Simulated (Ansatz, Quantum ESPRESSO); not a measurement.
**Si3N4 (001), beta: biaxial strain and the free axis**

A thin film takes the in-plane lattice of its substrate and is free along the normal. How do the free axis and the stress follow the misfit? The strained cell has c along the film normal; unstrained it is a = 7.6215 Å, b = 7.6215 Å, c = 2.9086 Å, α = 90.00°, β = 90.00°, γ = 120.00°, with 14 atoms.

Calculated with Quantum ESPRESSO 7.5, PBEsol, PseudoDojo 0.4.1 norm-conserving potentials, cutoff 1170 eV, Fermi–Dirac smearing 0.02 eV, k-mesh 4×4×9, no spin polarisation, no spin-orbit coupling.

| ε∥ (%) | a (Å) | c (Å) | ε⊥ (%) | σ (GPa, tension positive) |
| --- | --- | --- | --- | --- |
| −3 | 7.3928 | 2.9519 | 1.488 | −17.22 |
| −2 | 7.4690 | 2.9357 | 0.933 | −11.37 |
| −1 | 7.5452 | 2.9215 | 0.446 | −5.61 |
| 0 | 7.6215 | 2.9086 | 0.000 | 0.01 |
| 1 | 7.6977 | 2.8972 | −0.390 | 5.42 |
| 3 | 7.8501 | 2.8783 | −1.040 | 15.45 |

**Question.** Fit both responses and give the free strain and the stress at +2 %, a row left out above.

Least squares with y = y0 + y1 ε + y2 ε² (ε in %) gives ε⊥ = 0.001 + (−0.4203) ε + (0.0247) ε² and σ = 0.00 + (5.457) ε + (−0.099) ε² GPa. The linear terms put the ratio of free to applied strain at −0.420 and the biaxial modulus at 546 GPa.

At +2 % the free strain comes out as −0.741 %. The run itself gives −0.732 %, so the estimate misses by 0.009 %; the fitted rows themselves lie up to 0.007 % off the law.

The stress comes out as 10.51 GPa. The run itself gives 10.58 GPa, so the estimate misses by 0.07 GPa; the fitted rows themselves lie up to 0.07 GPa off the law.

With c as the unique axis, zero normal stress gives ε⊥/ε∥ = −2C13/C33 for relaxed atoms, so 2C13/C33 is about 0.42.

The negative ε² term means that the crystal stiffens in compression and softens in tension.

The same fit over all rows at other levels or in other programs gives the strain ratio = −0.435 with PBEsol (Ansatz) and −0.433 with PBEsol (Quantum ESPRESSO, GBRV).
